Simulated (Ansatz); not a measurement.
# What Tl2S (model cell, started as cuprite) distorts into, part 2 of 2

Which phase does Tl2S (model cell, started as cuprite) fall into along its unstable mode, and how much energy does it gain?

Ansatz 0.2.0; DFT PBEsol, scalar-relativistic, plane waves, PAW.

So far, highest frequency on the path or at a solved wavevector (cm⁻¹): step 2 (the dispersion) 134. Also lowest frequency on the path (cm⁻¹): step 2 -147.

The structure was built from a prototype and need not be the compound's stable phase.

### 5. Energy along the mode, all amplitudes (two of the runs are shown above)

An imaginary frequency means negative curvature, so the energy should fall and then rise again as anharmonic terms take over.

This step gave:

| Property | Result |
| --- | --- |
| depth at the lowest point sampled | 32.54 meV/atom |
| largest atomic shift at that point | 0.6 Å |

Table of energy from the parent by largest atomic shift:

```csv
largest atomic shift (Å),energy from the parent (meV/atom)
0.000,0
0.040,-0.602
0.080,-2.24
0.140,-5.94
0.220,-12.1
0.320,-20.5
0.450,-29.4
0.600,-32.5
```

Displacement at unit largest shift by atom:

```csv
atom,x (Å),y (Å),z (Å),size
S1,0.00,-1.00,0.00,1.00
S2,0.00,1.00,0.00,1.00
S3,0.00,-1.00,0.00,1.00
S4,0.00,1.00,0.00,1.00
Tl5,-0.01,0.09,-0.01,0.09
Tl6,0.01,-0.09,0.01,0.09
Tl7,-0.01,0.09,0.01,0.09
Tl8,0.01,-0.09,-0.01,0.09
Tl9,0.01,0.09,0.01,0.09
Tl10,-0.01,-0.09,-0.01,0.09
Tl11,0.01,0.09,-0.01,0.09
Tl12,-0.01,-0.09,0.01,0.09
```

The lowest of the steps tried is the last one, at 0.6 Å, 32.5 meV/atom below the parent; the bottom of the well need not coincide with a step.

### 6. Relaxing from the distorted cell

Starting from the lowest point found, all atoms and the cell are let go, so that strain and other modes of the same symmetry can join in.

Input file input.yaml:

```yaml
crystal:
  lattice:
    - [6.6368285313, 6.6368285313, 0.0]
    - [6.6368285313, 0.0, 6.6368285313]
    - [6.6368285313, 0.0, -6.6368285313]
  atoms:
    - { symbol: S, position: [-0.0904046258, 0.0452023129, 0.0452023129] }
    - { symbol: S, position: [0.0904046258, 0.4547976871, 0.4547976871] }
    - { symbol: S, position: [0.4095953742, 0.2952023129, 0.7952023129] }
    - { symbol: S, position: [0.5904046258, 0.7047976871, 0.2047976871] }
    - { symbol: Tl, position: [0.258137737, 0.1201267457, 0.8709311315] }
    - { symbol: Tl, position: [0.241862263, 0.6298732543, 0.3790688685] }
    - { symbol: Tl, position: [0.758137737, 0.1209311315, 0.8701267457] }
    - { symbol: Tl, position: [0.741862263, 0.6290688685, 0.3798732543] }
    - { symbol: Tl, position: [0.258137737, 0.6217355173, 0.8709311315] }
    - { symbol: Tl, position: [0.241862263, 0.1282644827, 0.3790688685] }
    - { symbol: Tl, position: [0.758137737, 0.1209311315, 0.3717355173] }
    - { symbol: Tl, position: [0.741862263, 0.6290688685, 0.8782644827] }
kpoints:
  mp_grid: { grid: [6, 6, 6] }
hamiltonian:
  xc: pbesol
scf:
  occupations: { method: methfessel_paxton, width: 0.2 }
output:
  forces: true
  stress: true
  eigenvalues: true
relax:
  adjacent_minimum: "off"
  f_tol: 0.002
  max_steps: 120
  cell: { stress_tol: 0.03 }
```

Started as:

```bash
$ ansatz run input.yaml --threads 8 --pin off --max-ram 14336MiB --backend cpu --events-out ev --progress --plain --runs-dir out
```

Numbers of over 12 decimals in the logs are rounded to 6 here.

The program printed:

```text
[...]
Crystal: 12 atoms, lattice volume = 584.671 Å³
Basis set: ecut = 420 eV, 11527 PW (Γ), exchange–correlation on 128×128×128 points (8 copies of the dense FFT grid, shifted against one another)
Bands: 77, of which v1, the nominal top of the filled ones, is band 64 counted from 1 (63 counted from 0)
Symmetry: 16 space group operations
[...]
k-points: 30 of 216
[...]
SCF iter   1: F=—  HF=-93901.637453 eV  |F-HF|=—  |Δ(HF+E_count)|=         —  Δρ=3.44e-3  dr2=2.32e-1  ethr=1.77e-3  ⟨swp⟩=5.9  Hψ=7688  notcnv=0
[...]
SCF iter   8: F=-93901.617850 eV  HF=-93901.617850 eV  |F-HF|=7.61e-9  |Δ(HF+E_count)|=   6.40e-8  S|Δr|=    0.00e0  Δρ=1.05e-6  dr2=4.17e-9  ethr=7.81e-11  ⟨swp⟩=10.2  Hψ=10757  notcnv=0
SCF 1 converged in 8 iterations: F = -93901.617850 eV  dr2 = 4.17e-9
[...]
relax step   1: F+E_penalty+E_count = -93901.61785026 eV  Δ(F+E_penalty+E_count) = +0.000e0 eV  max|allowed force component| = 3.794e-1 eV/Å  Δτ_max = 0.0000 Å  P = +0.819 GPa  Ω = 584.671 Å³  (8 SCF iters, dr2 threshold 1.00e-7 eV, accepted)
Crystal: 12 atoms, lattice volume = 584.688 Å³
Basis set: ecut = 420 eV, 11419 PW (Γ), exchange–correlation on 128×128×128 points (8 copies of the dense FFT grid, shifted against one another)
[...]
SCF iter   6: F=-93902.204661 eV  HF=-93902.204661 eV  |F-HF|=3.68e-7  |Δ(HF+E_count)|=   8.56e-7  S|Δr|=    0.00e0  Δρ=1.47e-5  dr2=1.16e-6  ethr=9.37e-10  ⟨swp⟩=6.6  Hψ=11409  notcnv=0
SCF 2 converged in 6 iterations: F = -93902.204661 eV  dr2 = 1.16e-6
[...]
relax step   2: F+E_penalty+E_count = -93902.20466110 eV  Δ(F+E_penalty+E_count) = -5.868e-1 eV  max|allowed force component| = 1.875e-1 eV/Å  Δτ_max = 0.1925 Å  P = -0.489 GPa  Ω = 584.688 Å³  energy of the carried Pulay correction = -1.784e-6 eV  (6 SCF iters, dr2 threshold 1.20e-6 eV, accepted)
Crystal: 12 atoms, lattice volume = 559.204 Å³
Basis set: ecut = 420 eV, 10963 PW (Γ), exchange–correlation on 128×128×128 points (8 copies of the dense FFT grid, shifted against one another)
[...]
SCF iter   7: F=-93902.647152 eV  HF=-93902.647152 eV  |F-HF|=4.10e-8  |Δ(HF+E_count)|=   1.04e-7  S|Δr|=    0.00e0  Δρ=4.21e-6  dr2=7.42e-8  ethr=9.37e-10  ⟨swp⟩=9.0  Hψ=10564  notcnv=0
SCF 3 converged in 7 iterations: F = -93902.647152 eV  dr2 = 7.42e-8
[...]
relax step   3: F+E_penalty+E_count = -93902.64715159 eV  Δ(F+E_penalty+E_count) = -4.425e-1 eV  max|allowed force component| = 1.020e-1 eV/Å  Δτ_max = 0.1953 Å  P = -1.291 GPa  Ω = 559.204 Å³  energy of the carried Pulay correction = +2.812e-3 eV  (7 SCF iters, dr2 threshold 1.20e-6 eV, accepted)
[... from here on, the SCF cycles and remarks between the steps are left out ...]
relax step   4: F+E_penalty+E_count = -93903.04961831 eV  Δ(F+E_penalty+E_count) = -4.025e-1 eV  max|allowed force component| = 2.091e-1 eV/Å  Δτ_max = 0.1952 Å  P = -1.226 GPa  Ω = 511.696 Å³  energy of the carried Pulay correction = +8.587e-3 eV  (7 SCF iters, dr2 threshold 1.20e-6 eV, accepted)
relax step   5: F+E_penalty+E_count = -93903.20661365 eV  Δ(F+E_penalty+E_count) = -1.570e-1 eV  max|allowed force component| = 1.524e-1 eV/Å  Δτ_max = 0.0841 Å  P = +0.389 GPa  Ω = 450.656 Å³  energy of the carried Pulay correction = +1.724e-2 eV  (8 SCF iters, dr2 threshold 1.20e-6 eV, accepted)
relax step   6: F+E_penalty+E_count = -93903.29856878 eV  Δ(F+E_penalty+E_count) = -9.196e-2 eV  max|allowed force component| = 1.532e-1 eV/Å  Δτ_max = 0.1656 Å  P = +0.349 GPa  Ω = 452.150 Å³  energy of the carried Pulay correction = +1.701e-2 eV  (6 SCF iters, dr2 threshold 1.20e-6 eV, accepted)
relax step   7: F+E_penalty+E_count = -93903.37558722 eV  Δ(F+E_penalty+E_count) = -7.702e-2 eV  max|allowed force component| = 7.124e-2 eV/Å  Δτ_max = 0.0741 Å  P = -0.069 GPa  Ω = 451.719 Å³  energy of the carried Pulay correction = +1.708e-2 eV  (6 SCF iters, dr2 threshold 1.20e-6 eV, accepted)
relax step   8: F+E_penalty+E_count = -93903.47477938 eV  Δ(F+E_penalty+E_count) = -9.919e-2 eV  max|allowed force component| = 8.649e-2 eV/Å  Δτ_max = 0.0307 Å  P = -0.128 GPa  Ω = 446.520 Å³  energy of the carried Pulay correction = +1.789e-2 eV  (6 SCF iters, dr2 threshold 1.20e-6 eV, accepted)
relax step   9: F+E_penalty+E_count = -93903.70194953 eV  Δ(F+E_penalty+E_count) = -2.272e-1 eV  max|allowed force component| = 1.161e-1 eV/Å  Δτ_max = 0.1741 Å  P = -0.487 GPa  Ω = 428.273 Å³  energy of the carried Pulay correction = +2.084e-2 eV  (6 SCF iters, dr2 threshold 1.20e-6 eV, accepted)
relax step  10: F+E_penalty+E_count = -93903.97109685 eV  Δ(F+E_penalty+E_count) = -2.691e-1 eV  max|allowed force component| = 8.460e-2 eV/Å  Δτ_max = 0.1027 Å  P = -0.319 GPa  Ω = 410.275 Å³  energy of the carried Pulay correction = +2.394e-2 eV  (7 SCF iters, dr2 threshold 1.20e-6 eV, accepted)
relax step  11: F+E_penalty+E_count = -93904.18889063 eV  Δ(F+E_penalty+E_count) = -2.178e-1 eV  max|allowed force component| = 3.775e-2 eV/Å  Δτ_max = 0.0679 Å  P = -0.034 GPa  Ω = 394.919 Å³  energy of the carried Pulay correction = +2.673e-2 eV  (7 SCF iters, dr2 threshold 1.20e-6 eV, accepted)
relax step  12: F+E_penalty+E_count = -93904.30210550 eV  Δ(F+E_penalty+E_count) = -1.132e-1 eV  max|allowed force component| = 1.031e-1 eV/Å  Δτ_max = 0.0788 Å  P = +0.289 GPa  Ω = 383.219 Å³  energy of the carried Pulay correction = +2.896e-2 eV  (7 SCF iters, dr2 threshold 1.20e-6 eV, accepted)
relax step  13: F+E_penalty+E_count = -93904.31085485 eV  Δ(F+E_penalty+E_count) = -8.749e-3 eV  max|allowed force component| = 2.091e-1 eV/Å  Δτ_max = 0.1945 Å  P = +0.398 GPa  Ω = 387.418 Å³  energy of the carried Pulay correction = +2.815e-2 eV  (7 SCF iters, dr2 threshold 6.64e-7 eV, accepted)
relax step  14: F+E_penalty+E_count = -93904.30850434 eV  Δ(F+E_penalty+E_count) = +2.351e-3 eV  max|allowed force component| = 1.869e-1 eV/Å  Δτ_max = 0.1978 Å  P = +0.552 GPa  Ω = 380.757 Å³  energy of the carried Pulay correction = +2.944e-2 eV  (6 SCF iters, dr2 threshold 1.20e-6 eV, rejected (line search))
relax step  15: F+E_penalty+E_count = -93904.38068154 eV  Δ(F+E_penalty+E_count) = -6.983e-2 eV  max|allowed force component| = 9.862e-2 eV/Å  Δτ_max = 0.0896 Å  P = -0.241 GPa  Ω = 392.199 Å³  energy of the carried Pulay correction = +2.724e-2 eV  (10 SCF iters, accepted)
relax step  16: F+E_penalty+E_count = -93904.38783019 eV  Δ(F+E_penalty+E_count) = -7.149e-3 eV  max|allowed force component| = 6.199e-3 eV/Å  Δτ_max = 0.0325 Å  P = -0.005 GPa  Ω = 388.945 Å³  energy of the carried Pulay correction = +2.785e-2 eV  (6 SCF iters, dr2 threshold 6.08e-7 eV, accepted)
relax step  17: F+E_penalty+E_count = -93904.38814436 eV  Δ(F+E_penalty+E_count) = -3.142e-4 eV  max|allowed force component| = 1.850e-3 eV/Å  Δτ_max = 0.0038 Å  P = -0.003 GPa  Ω = 389.344 Å³  energy of the carried Pulay correction = +2.778e-2 eV  (6 SCF iters, dr2 threshold 3.82e-9 eV, accepted)
relax step  18: F+E_penalty+E_count = -93904.38822980 eV  Δ(F+E_penalty+E_count) = -8.543e-5 eV  max|allowed force component| = 5.896e-4 eV/Å  Δτ_max = 0.0051 Å  P = +0.001 GPa  Ω = 389.158 Å³  energy of the carried Pulay correction = +2.781e-2 eV  (7 SCF iters, accepted)
Basis set: ecut = 420 eV, 7667 PW (Γ), exchange–correlation on 108×128×128 points (8 copies of the dense FFT grid, shifted against one another)
[...]
SCF iter   6: F=-93904.379748 eV  HF=-93904.379748 eV  |F-HF|=1.46e-11  |Δ(HF+E_count)|=  3.06e-10  S|Δr|=    0.00e0  Δρ=5.90e-8  dr2=2.37e-11  ethr=1.00e-12  ⟨swp⟩=3.6  Hψ=10786  notcnv=0
SCF 19 converged in 6 iterations: F = -93904.379748 eV  dr2 = 2.37e-11
relax step  19: F+E_penalty+E_count = -93904.37974751 eV  Δ(F+E_penalty+E_count) = +8.482e-3 eV  max|allowed force component| = 6.292e-4 eV/Å  Δτ_max = 0.0000 Å  P = -0.018 GPa  Ω = 389.158 Å³  stress off target by 2.92e-2 GPa  SCF on the basis re-selected at this cell (its energy is not comparable with the rows above)  (6 SCF iters)
basis re-selected at this cell: Δ(F+E_penalty+E_count) = +8.482e-3 eV, ΔP = -0.019 GPa vs the last step (what re-selecting the basis moved, of the pressure what is left beyond the Pulay correction that the steps carried, after the strain that the cell walked since its last selection, with what the two solves' SCF thresholds leave and, on support functions, any second-order correction that the steps lacked; it is no measure of the basis error at this ecutwfc). The dense FFT grid was sized anew with the basis: this SCF ran on 54×64×64 points, the steps before it on 64×64×64, so part of this shift can come from that change (see relax.cell in the input reference). [rest of the remark cut]
SCF converged after 6 iterations
[...]
Free energy (F): -93904.379748 eV
[...]
Internal energy: -93904.371535 eV  (E = F + TS)
E sigma→0 (E₀):  -93904.377694 eV
Entropy (-TS):   -0.008213 eV (-0.684 meV/atom)
Fermi energy:    6.296062 eV
[...]
--- Forces (eV/Å), atoms counted from 1 ---
  atom   1  S     -0.00000000     0.00041352     0.00000000
  atom   2  S      0.00000000    -0.00041352     0.00000000
  atom   3  S     -0.00000000     0.00041352    -0.00000000
  atom   4  S      0.00000000    -0.00041352    -0.00000000
  atom   5  Tl    -0.00062919    -0.00052862    -0.00062919
  atom   6  Tl     0.00062919     0.00052862     0.00062919
  atom   7  Tl    -0.00062919    -0.00052862     0.00062919
  atom   8  Tl     0.00062919     0.00052862    -0.00062919
  atom   9  Tl     0.00062919    -0.00052862     0.00062919
  atom  10  Tl    -0.00062919     0.00052862    -0.00062919
  atom  11  Tl     0.00062919    -0.00052862    -0.00062919
  atom  12  Tl    -0.00062919     0.00052862     0.00062919
  max |Σ_I F_I| component: 6.07e-18 eV/Å
--- Stress (GPa, compression-positive) ---
       -0.013133      -0.000000      -0.000000
       -0.000000      -0.029219      -0.000000
       -0.000000      -0.000000      -0.013133
  P = ⅓ Tr σ = -0.0185 GPa (-0.185 kbar)
--- Band table (eV; the first three rows and the last of 30) ---
  k-point 0: bands = [... 60 lower, 5.0272, 5.0272, 5.5304, 5.7338, 5.7338, 7.1053, 7.5512, 7.8718, ... 9 higher]
  k-point 1: bands = [... 60 lower, 4.9640, 5.1483, 5.6695, 5.6893, 5.8598, 7.2780, 7.4839, 7.6740, ... 9 higher]
  k-point 2: bands = [... 60 lower, 4.9903, 5.4372, 5.7136, 5.7272, 6.1536, 7.2823, 7.4859, 7.6043, ... 9 higher]
  k-point 29: bands = [... 60 lower, 5.2177, 5.2177, 5.3089, 5.3089, 6.7472, 6.7472, 7.6599, 7.6599, ... 9 higher]
--- Relaxed structure (18 steps of the walk, 17 accepted, 1 SCFs on fresh bases) ---
  F+E_penalty+E_count = -93904.37974751 eV   max|allowed force component| = 6.292e-4 eV/Å   (the final SCF, on the basis selected at the relaxed cell)
  cell:  # Å, volume = 389.1585 Å³
    - [6.522692, 4.573438, 0]
    - [6.522692, 0, 6.522692]
    - [6.522692, 0, -6.522692]
  atoms:
    - { symbol: S, position: [-0.142502, 0.071251, 0.071251] }
    - { symbol: S, position: [0.142502, 0.428749, 0.428749] }
    - { symbol: S, position: [0.357498, 0.321251, 0.821251] }
    - { symbol: S, position: [0.642502, 0.678749, 0.178749] }
    - { symbol: Tl, position: [0.325457, 0.044874, 0.837271] }
    - { symbol: Tl, position: [0.174543, 0.705126, 0.412729] }
    - { symbol: Tl, position: [0.825457, 0.087271, 0.794874] }
    - { symbol: Tl, position: [0.674543, 0.662729, 0.455126] }
    - { symbol: Tl, position: [0.325457, 0.629669, 0.837271] }
    - { symbol: Tl, position: [0.174543, 0.120331, 0.412729] }
    - { symbol: Tl, position: [0.825457, 0.087271, 0.379669] }
    - { symbol: Tl, position: [0.674543, 0.662729, 0.870331] }
```

Wall time 7.2 min (8 threads of Arm Neoverse N1, shared host); peak memory 2.7 GiB; 57 min of CPU time.

The steps of the relaxation:

```csv
step,energy less that of the first step (eV),largest force component (eV/Å),pressure (GPa),volume (Å³)
1,0.0000,0.3794,0.82,584.67
2,-0.5868,0.1875,-0.49,584.69
3,-1.0293,0.1020,-1.29,559.20
4,-1.4318,0.2091,-1.23,511.70
5,-1.5888,0.1524,0.39,450.66
6,-1.6807,0.1532,0.35,452.15
7,-1.7577,0.0712,-0.07,451.72
8,-1.8569,0.0865,-0.13,446.52
9,-2.0841,0.1161,-0.49,428.27
10,-2.3532,0.0846,-0.32,410.27
11,-2.5710,0.0377,-0.03,394.92
12,-2.6843,0.1031,0.29,383.22
13,-2.6930,0.2091,0.40,387.42
14,-2.6907,0.1869,0.55,380.76
15,-2.7628,0.0986,-0.24,392.20
16,-2.7700,0.0062,0.00,388.95
17,-2.7703,0.0019,0.00,389.34
18,-2.7704,0.0006,0.00,389.16
19*,-2.7619,0.0006,-0.02,389.16
```

Relaxation steps marked * repeat the geometry before them on a plane-wave basis chosen anew for their cell, so energy and pressure can jump there. Relaxation step 14 was tried and not accepted.

Forces are held to the 16 operations that the run works with; a distortion that breaks them can't arise in this run.

```csv
cell as run,before,after,change
a (Å),9.386,7.966,-15.1 %
b (Å),9.386,9.224,-1.7 %
c (Å),9.386,9.224,-1.7 %
β (°),60.00,54.62,-9.0 %
γ (°),60.00,54.62,-9.0 %
volume (Å³/atom),48.72,32.43,-33.4 %
```

The atoms that moved most (Å, as changes of fractional coordinates times the final cell):

```csv
atom,dx,dy,dz,length
Tl5,-0.271,0.308,-0.271,0.492
Tl10,-0.271,-0.308,-0.271,0.492
Tl9,0.271,0.308,0.271,0.492
Tl6,0.271,-0.308,0.271,0.492
Tl7,-0.271,0.308,0.271,0.492
Tl8,0.271,-0.308,-0.271,0.492
Tl11,0.271,0.308,-0.271,0.492
Tl12,-0.271,-0.308,0.271,0.492
```

The relaxed structure:

```xyz
12
Lattice="6.5227 4.5734 0.0000 6.5227 0.0000 6.5227 6.5227 0.0000 -6.5227" Properties=species:S:1:pos:R:3 pbc="T T T"
S     0.0000   -0.6517    0.0000
S     6.5227    0.6517    0.0000
S     9.7840    1.6350   -3.2613
S     9.7840    2.9384    3.2613
Tl    7.8768    1.4885   -5.1686
Tl    8.4299    0.7983    1.9072
Tl   11.1382    3.7752   -4.6155
Tl   11.6913    3.0850    1.3541
Tl   11.6913    1.4885   -1.3541
Tl    4.6155    0.7983   -1.9072
Tl    8.4299    3.7752   -1.9072
Tl   14.3995    3.0850   -1.3541
```

This step gave:

```yaml
pressure: -0.01850 GPa
volume_per_atom: 32.43 Å³
gap_on_the_k_mesh: 0 eV
```

The distorted start has space group I4_1/amd; the relaxation ends in I4_1/amd.

### 7. Results

| Property | Result |
| --- | --- |
| unstable mode of the parent | q = (-0.5, -0.5, -0.5), 130i cm⁻¹ |
| depth at the lowest point sampled | 32.5 meV/atom |
| largest atomic shift at that point | 0.6 Å |
| space group reached (within 0.01 Å) | I4_1/amd |
| energy gained over the parent (first relaxation, on the mesh of the frozen mode) | 261 meV/atom |
| volume per atom, phase reached | 32.4 Å³ |

What this shows: Along this mode the structure falls into I4_1/amd, 261 meV/atom below the parent. At the parent's cell the well is 32.54 meV/atom deep on the steps tried, with its lowest point at a shift of 0.6 Å. That is the last step tried, so the steps alone don't bracket the bottom of the well. Relaxing atoms and cell changes the gain by +228.94 meV/atom against the lowest step (energies at zero smearing). Most of the total comes from this relaxation. The modes of the phase reached were not computed on this path. Of the 5 patterns followed to their end from this parent, this one ends 257 meV/atom above the lowest, P4/nmm. Each path keeps the symmetry of its pattern, so a lower phase may lie along a pattern not tried. With no gap, or one that is small against the smearing, the frequencies hang on the k mesh and the smearing, most of all near Kohn anomalies. The volume moved by more than a tenth on the k mesh of the start, so the energy gain is rough. Spin-orbit coupling is left out, which can matter for the heavy elements here. The starting cell was built on a prototype and not taken from a measurement, so the phase need not exist.

[Logs are printed without paths, hosts, clocks, repeated set-up lines and the standing remarks that a program may print on its own settings, such as how far it seeks lower states.]

[Hosts, paths, dates, database ids (printed as entryN), source tags and the programs' standing remarks are cut or masked in the printed files.]
